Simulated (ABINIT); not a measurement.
## Al2O3 (Corundum): G0W0 with ABINIT, start to end

Wanted: ground state, empty states, screening and self-energy for Al2O3 (Corundum).

Method: PBE and many-body steps on it, plane waves, in ABINIT 10.8.3.

**What was measured.**

- Gap 8.7 eV: optical band gap of host from absorption; optical absorption, quoted from earlier work; bulk crystal (high-purity reference sample) (quoted in “Multi-petahertz electron interference in Cr:Al2O3 solid-state material”, 2018, pmc:5906618).

## (1) The structure

The structure is trigonal, space group R-3c (No. 167). Conventional cell: a = 4.760 Å, b = 4.760 Å, c = 12.996 Å, α = 90.00°, β = 90.00°, γ = 120.00°. Al has 6 O at 1.85 to 1.97 Å nearest. Nearest to O lie 4 Al at 1.85 to 1.97 Å. Farther neighbours and most contacts between anions are not listed.

The cell and positions come from the Crystallography Open Database and are kept as given unless a step says otherwise.

## (2) Ground state

This step: ABINIT 10.8.3; DFT, PBE, plane waves, norm-conserving pseudopotentials.

The ground-state density comes first.

Input file run.abi:

```
acell 3*1.0 Angstrom
rprim 
  2.380249999995 1.374237978213 4.331866666707
  -2.380249999995 1.374237978213 4.331866666707
  -0.000000000000 -2.748475956495 4.331866666685
ntypat 2
znucl 13 8
natom 10
typat 1 1 1 1 2 2 2 2 2 2
xred 
  0.352160000000 0.352160000000 0.352160000000
  0.147840000000 0.147840000000 0.147840000000
  0.647840000000 0.647840000000 0.647840000000
  0.852160000000 0.852160000000 0.852160000000
  0.556680000000 0.943320000000 0.250000000000
  0.250000000000 0.556680000000 0.943320000000
  0.943320000000 0.250000000000 0.556680000000
  0.443320000000 0.056680000000 0.750000000000
  0.750000000000 0.443320000000 0.056680000000
  0.056680000000 0.750000000000 0.443320000000
pp_dirpath "pseudos"
pseudos "Al.upf, O.upf"
ecut 36
ngkpt 6 6 6
nshiftk 1
shiftk 0 0 0
kptopt 1
chksymbreak 0
nband 33
occopt 1
tolvrs 1e-10
nstep 60
prtwf 0
optforces 0
optstress 0
indata_prefix "in"
outdata_prefix "out"
tmpdata_prefix "tmp"
```

On the command line:

```sh
> OMP_NUM_THREADS=1 mpirun -n 4 abinit run.abi > log
```

Numbers of over 12 decimals in the logs are rounded to 6 here.

What it wrote:

```text
.Version 10.8.3 of ABINIT. v10.8.2 released Aug 2026.

 Symmetries : space group R-3 c (#167); Bravais hR (rhombohedral)
================================================================================
 Values of the parameters that define the memory need of the present run
     intxc =       0    ionmov =       0      iscf =       7    lmnmax =       6
     lnmax =       6     mgfft =      54  mpssoang =       3    mqgrid =    3001
     natom =      10  nloc_mem =       1    nspden =       1   nspinor =       1
    nsppol =       1      nsym =      12    n1xccc =    2501    ntypat =       2
    occopt =       1   xclevel =       2
-    mband =          33        mffmem =           1         mkmem =           8
       mpw =        5939          nfft =      157464          nkpt =          32
================================================================================
  Rough estimation (10% accuracy) of disk space for files :
================================================================================

--------------------------------------------------------------------------------
------------- Echo of variables that govern the present computation ------------
--------------------------------------------------------------------------------
 -outvars: echo values of preprocessed input variables --------
            acell      1.8897261259E+00  1.8897261259E+00  1.8897261259E+00 Bohr

      chksymbreak           0
             ecut      3.60000000E+01 Hartree
-          fftalg         312

              ixc     -101130
              kpt      0.00000000E+00  0.00000000E+00  0.00000000E+00
                       1.66666667E-01  0.00000000E+00  0.00000000E+00
                       3.33333333E-01  0.00000000E+00  0.00000000E+00
                       5.00000000E-01  0.00000000E+00  0.00000000E+00
                       1.66666667E-01  1.66666667E-01  0.00000000E+00
                       3.33333333E-01  1.66666667E-01  0.00000000E+00
                       5.00000000E-01  1.66666667E-01  0.00000000E+00
                      -3.33333333E-01  1.66666667E-01  0.00000000E+00
                      -1.66666667E-01  1.66666667E-01  0.00000000E+00
   [... 21 further rows ...]
                      -3.33333333E-01  5.00000000E-01  3.33333333E-01
                       5.00000000E-01  5.00000000E-01  5.00000000E-01
         kptrlatt        6    0    0      0    6    0      0    0    6
          kptrlen      5.39762473E+01
P           mkmem           8
            natom          10
            nband          33
            ngfft          54      54      54
             nkpt          32
            nstep          60
             nsym          12
           ntypat           2
              occ      2.000000  2.000000  2.000000  2.000000  2.000000  2.000000
                       2.000000  2.000000  2.000000  2.000000  2.000000  2.000000
                       2.000000  2.000000  2.000000  2.000000  2.000000  2.000000
                       2.000000  2.000000  2.000000  2.000000  2.000000  2.000000
                       0.000000  0.000000  0.000000  0.000000  0.000000  0.000000
[...]
optforces           0
        optstress           0
            prtwf           0
            rprim      2.3802500000E+00  1.3742379782E+00  4.3318666667E+00
[...]
spgroup         167

           tolvrs      1.00000000E-10

             xred      3.5216000000E-01  3.5216000000E-01  3.5216000000E-01
[...]
znucl       13.00000    8.00000

================================================================================

 chkinp: Checking input parameters for consistency.

================================================================================
== DATASET  1 ==================================================================
-   mpi_nproc: 4, omp_nthreads: 1 (-1 if OMP is not activated)

--- !DatasetInfo
iteration_state: {dtset: 1, }
dimensions: {natom: 10, nkpt: 32, mband: 33, nsppol: 1, nspinor: 1, nspden: 1, mpw: 5939, }
cutoff_energies: {ecut:  36.0, pawecutdg:  -1.0, }
electrons: {nelect:   4.80000000E+01, charge:   0.00000000E+00, occopt:   1.00000000E+00, tsmear:   1.00000000E-02, }

 Real(R)+Recip(G) space primitive vectors, cartesian coordinates (Bohr,Bohr^-1):
 R(1)=  4.4980206  2.5969334  8.1860416  G(1)=  0.1111600  0.0641783  0.0407197
 R(2)= -4.4980206  2.5969334  8.1860416  G(2)= -0.1111600  0.0641783  0.0407197
 R(3)=  0.0000000 -5.1938668  8.1860416  G(3)=  0.0000000 -0.1283565  0.0407197
 Unit cell volume ucvol=  5.7372986E+02 bohr^3
 Angles (23,13,12)=  5.52866708E+01  5.52866708E+01  5.52866708E+01 degrees

 getcut: wavevector=  0.0000  0.0000  0.0000  ngfft=  54  54  54
         ecut(hartree)=     36.000   => boxcut(ratio)=   2.06269

--- Pseudopotential description ------------------------------------------------
- Al Generated using ONCVPSP code by D. R. Hamann
- 13.00000   3.00000  171031                  znucl, zion, pspdat
12 -101130 2 -1 1876                          pspcod,pspxc,lmax,lloc,mmax
     nproj     2     2     2
  pspatm : epsatm=    4.08140545
         --- l  ekb(1:nproj) -->
[...]
pspatm: atomic psp has been read  and splines computed

- O Generated using ONCVPSP code by D. R. Hamann
-  8.00000   6.00000  171031                  znucl, zion, pspdat
12 -101130 2 -1 936                           pspcod,pspxc,lmax,lloc,mmax
     nproj     2     2     1
  pspatm : epsatm=    6.19545534
         --- l  ekb(1:nproj) -->
[...]
2   -1.331955
 pspatm: atomic psp has been read  and splines computed

   2.56792098E+03                                ecore*ucvol(ha*bohr**3)
--------------------------------------------------------------------------------

_setup2: Arith. and geom. avg. npw (full set) are    5919.005    5918.995

================================================================================

--- !BeginCycle
iteration_state: {dtset: 1, }
solver: {iscf: 7, nstep: 60, nline: 4, wfoptalg: 0, }
tolerances: {tolvrs: 1.00E-10, }

     iter   Etot(hartree)      deltaE(h)  residm     vres2
 ETOT  1  -108.56861779561    -1.086E+02 9.232E-02 1.524E+03
 ETOT  2  -108.71438328984    -1.458E-01 4.345E-02 1.233E+03
 ETOT  3  -109.11643316919    -4.020E-01 1.922E-02 4.671E+00
 ETOT  4  -109.11824809159    -1.815E-03 6.059E-03 1.559E-02
 ETOT  5  -109.11825252940    -4.438E-06 3.205E-03 9.578E-04
 ETOT  6  -109.11825269330    -1.639E-07 2.573E-03 5.364E-06
 ETOT  7  -109.11825269392    -6.176E-10 8.856E-04 4.549E-07
 ETOT  8  -109.11825269401    -8.500E-11 8.923E-04 1.067E-08
 ETOT  9  -109.11825269401    -3.126E-13 3.660E-04 2.557E-10
 ETOT 10  -109.11825269401    -2.785E-12 2.600E-04 1.040E-11

 At SCF step   10       vres2   =  1.04E-11 < tolvrs=  1.00E-10 =>converged.

--- !ResultsGS
iteration_state: {dtset: 1, }
comment   : Summary of ground state results
lattice_vectors:
- [  4.4980206,   2.5969334,   8.1860416, ]
- [ -4.4980206,   2.5969334,   8.1860416, ]
- [ -0.0000000,  -5.1938668,   8.1860416, ]
lattice_lengths: [   9.69472,    9.69472,    9.69472, ]
lattice_angles: [ 55.287,  55.287,  55.287, ] # degrees, (23, 13, 12)
lattice_volume:   5.7372986E+02
convergence: {deltae: -2.785E-12, res2:  1.040E-11, residm:  2.600E-04, diffor:  0.000E+00, }
etotal    :  -1.09118253E+02
entropy   :   0.00000000E+00
fermie    :   1.90422253E-01
cartesian_stress_tensor: null
pressure_GPa: null
xred      :
- [  3.5216E-01,   3.5216E-01,   3.5216E-01, Al]
- [  1.4784E-01,   1.4784E-01,   1.4784E-01, Al]
- [  6.4784E-01,   6.4784E-01,   6.4784E-01, Al]
- [  8.5216E-01,   8.5216E-01,   8.5216E-01, Al]
- [  5.5668E-01,   9.4332E-01,   2.5000E-01,  O]
- [  2.5000E-01,   5.5668E-01,   9.4332E-01,  O]
- [  9.4332E-01,   2.5000E-01,   5.5668E-01,  O]
- [  4.4332E-01,   5.6680E-02,   7.5000E-01,  O]
- [  7.5000E-01,   4.4332E-01,   5.6680E-02,  O]
- [  5.6680E-02,   7.5000E-01,   4.4332E-01,  O]
cartesian_forces: null
force_length_stats: {min: null, max: null, mean: null, }

 Integrated electronic density in atomic spheres:
 ------------------------------------------------
 Atom  Sphere_radius  Integrated_density
[...]
================================================================================

 ----iterations are completed or convergence reached----

 Mean square residual over all n,k,spin=   27.214E-07; max=  26.000E-05
 reduced coordinates (array xred) for   10 atoms
[...]
0.250000000000      0.556680000000      0.943320000000
       0.943320000000      0.250000000000      0.556680000000
       0.443320000000      0.056680000000      0.750000000000
       0.750000000000      0.443320000000      0.056680000000
       0.056680000000      0.750000000000      0.443320000000
 rms dE/dt=  0.0000E+00; max dE/dt=  0.0000E+00; dE/dt below (all hartree)
    1       0.000000000000      0.000000000000      0.000000000000
    2       0.000000000000      0.000000000000      0.000000000000
    3       0.000000000000      0.000000000000      0.000000000000
    4       0.000000000000      0.000000000000      0.000000000000
    5       0.000000000000      0.000000000000      0.000000000000
    6       0.000000000000      0.000000000000      0.000000000000
    7       0.000000000000      0.000000000000      0.000000000000
    8       0.000000000000      0.000000000000      0.000000000000
    9       0.000000000000      0.000000000000      0.000000000000
   10       0.000000000000      0.000000000000      0.000000000000

 cartesian coordinates (angstrom) at end:
[...]
6     -0.729975    -1.484122     7.580767
    7      1.650275     0.109884     7.580767
    8      0.920300    -1.374238     5.414833
    9      0.729975     1.484122     5.414833
   10     -1.650275    -0.109884     5.414833
 length scales=  1.889726125908  1.889726125908  1.889726125908 bohr
              =  1.000000000000  1.000000000000  1.000000000000 angstroms
 prteigrs : about to open file out_EIG
 Fermi (or HOMO) energy (hartree) =   0.19042   Average Vxc (hartree)=  -0.42200
 Eigenvalues (hartree) for nkpt=  32  k points:
 kpt#   1, nband= 33, wtk=  0.00463, kpt=  0.0000  0.0000  0.0000 (reduced coord)
  -0.51404   -0.42818   -0.41791   -0.41791   -0.40624   -0.40624   -0.06247   -0.02571
  -0.01292   -0.01292    0.02849    0.03206    0.03206    0.06905    0.08213    0.13786
   0.13786    0.14281    0.14281    0.17247    0.17247    0.18878    0.18878    0.19042
   0.42070    0.52806    0.58648    0.61540    0.61540    0.62103    0.64669    0.64670
   0.64831
 prteigrs : prtvol=0 or 1, do not print more k-points.

--- !EnergyTerms
iteration_state     : {dtset: 1, }
comment             : Components of total free energy in Hartree
kinetic             :  7.20682127625938E+01
hartree             :  2.66734646915443E+01
xc                  : -3.01908344679662E+01
Ewald energy        : -8.81149730954744E+01
psp_core            :  4.47583638932495E+00
local_psp           : -7.93092830893802E+01
non_local_psp       : -1.47206758846520E+01
total_energy        : -1.09118252694010E+02
total_energy_eV     : -2.96925892054326E+03
band_energy         : -2.03056298659786E+00

== END DATASET(S) ==============================================================
================================================================================

 -outvars: echo values of variables after computation  --------
           etotal     -1.0911825269E+02
            nband          33
             nkpt          32
          spgroup         167
 [... the other variables as echoed above ...]

 Calculation completed.
```

It took 84 s on 4 MPI ranks of Arm Neoverse V1, shared host; peak memory 0.52 GiB.

This step gave:

```yaml
total_energy: -2969.2589 eV
gap: 6.266 eV
k_of_the_valence_top: 0, 0, 0
k_of_the_conduction_bottom: 0, 0, 0
least_direct_gap: 6.266 eV
```

The gap is direct, at Γ.

(Continued in part 2 of 3.)

[Paths, hosts, dates, memory and timing lines, banners, echoed tables and standing remarks are left out of the program output.]

[Logs are printed without paths, hosts, clocks, repeated set-up lines and the standing remarks that a program may print on its own settings, such as how far it seeks lower states.]

[Runs of the session that timed out or met a known fault of the program may be left out.]

[Hosts, paths, dates, database ids (printed as entryN), source tags and the programs' standing remarks are cut or masked in the printed files.]

[G0W0 gaps are taken among the corrected bands and points alone; a level outside them can change the order at an edge.]

[Where Ansatz stands beside ABINIT at settings called matched, ABINIT's density can come from a denser mesh and the files from another edition; pairs whose starting gaps differed by over 0.03 eV were left out, so agreement reads better than it is.]
